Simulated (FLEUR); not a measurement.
# Calculated records

```
GdSe: parallel and opposed starts
1.0
     0.00000    2.88550    2.88550
     2.88550    0.00000    2.88550
     5.77100    5.77100    0.00000
Gd Se
2 2
Direct
  0.00000 0.00000 0.00000
  0.00000 0.00000 0.50000
  0.50000 0.50000 0.25000
  0.50000 0.50000 0.75000
# method: LDA (VWN) with U = 6.7 eV, J = 0.7 eV on Gd f; all-electron FLAPW, Dirac cores, scalar-relativistic bands (and 1 further level or step)
# program: FLEUR MaX-R8.1
# settings of one run: kmax 3.6 1/bohr, gmax 10.8 1/bohr, muffin tin radii Gd: 2.66, Se: 2.66 bohr, lmax Gd: [10, 8], Se: [10, 8], hist occupations, smearing width 0.05 eV, mixer Anderson, mixing 0.05, max iterations 130, stop 0.0001 me/bohr³, collinear spin, 6×6×3 k-mesh, double counting FLL, mesh matched on, seeded occupations whole cubic f orbitals, Hund's first rule, starting moments 7 -7 0 0 μB
# cost: 4 runs, 48 min in all on 4 MPI ranks of Arm Neoverse N1, shared host (the runs of this entry)
# notes: Only 3 starts were tried; other patterns of signs, canted and longer-period orders were not.
# lowest state found: antiferromagnetic (initial antiferro q=(0,0,1/2) +-)
# largest site spin moment: 7.19 μB
# next finished state: antiferromagnetic, 24.6 meV a seeded atom higher
# orbital moment on the atom of largest spin, along its spin (spin–orbit run): -0.0134 μB
# spin plus orbital moment: Gd 7.17 μB
```

[Logs and program files are shortened in this print: banners, set-up blocks, solver, clock and traceback lines can be left out without a mark of their own.]

[Logs are printed without paths, hosts, clocks, repeated set-up lines and the standing remarks that a program may print on its own settings, such as how far it seeks lower states.]

[Hosts, paths, dates, database ids (printed as entryN), source tags and the programs' standing remarks are cut or masked in the printed files.]

[Where a cell is said to come from a database of computed structures, the database is the Materials Project.]
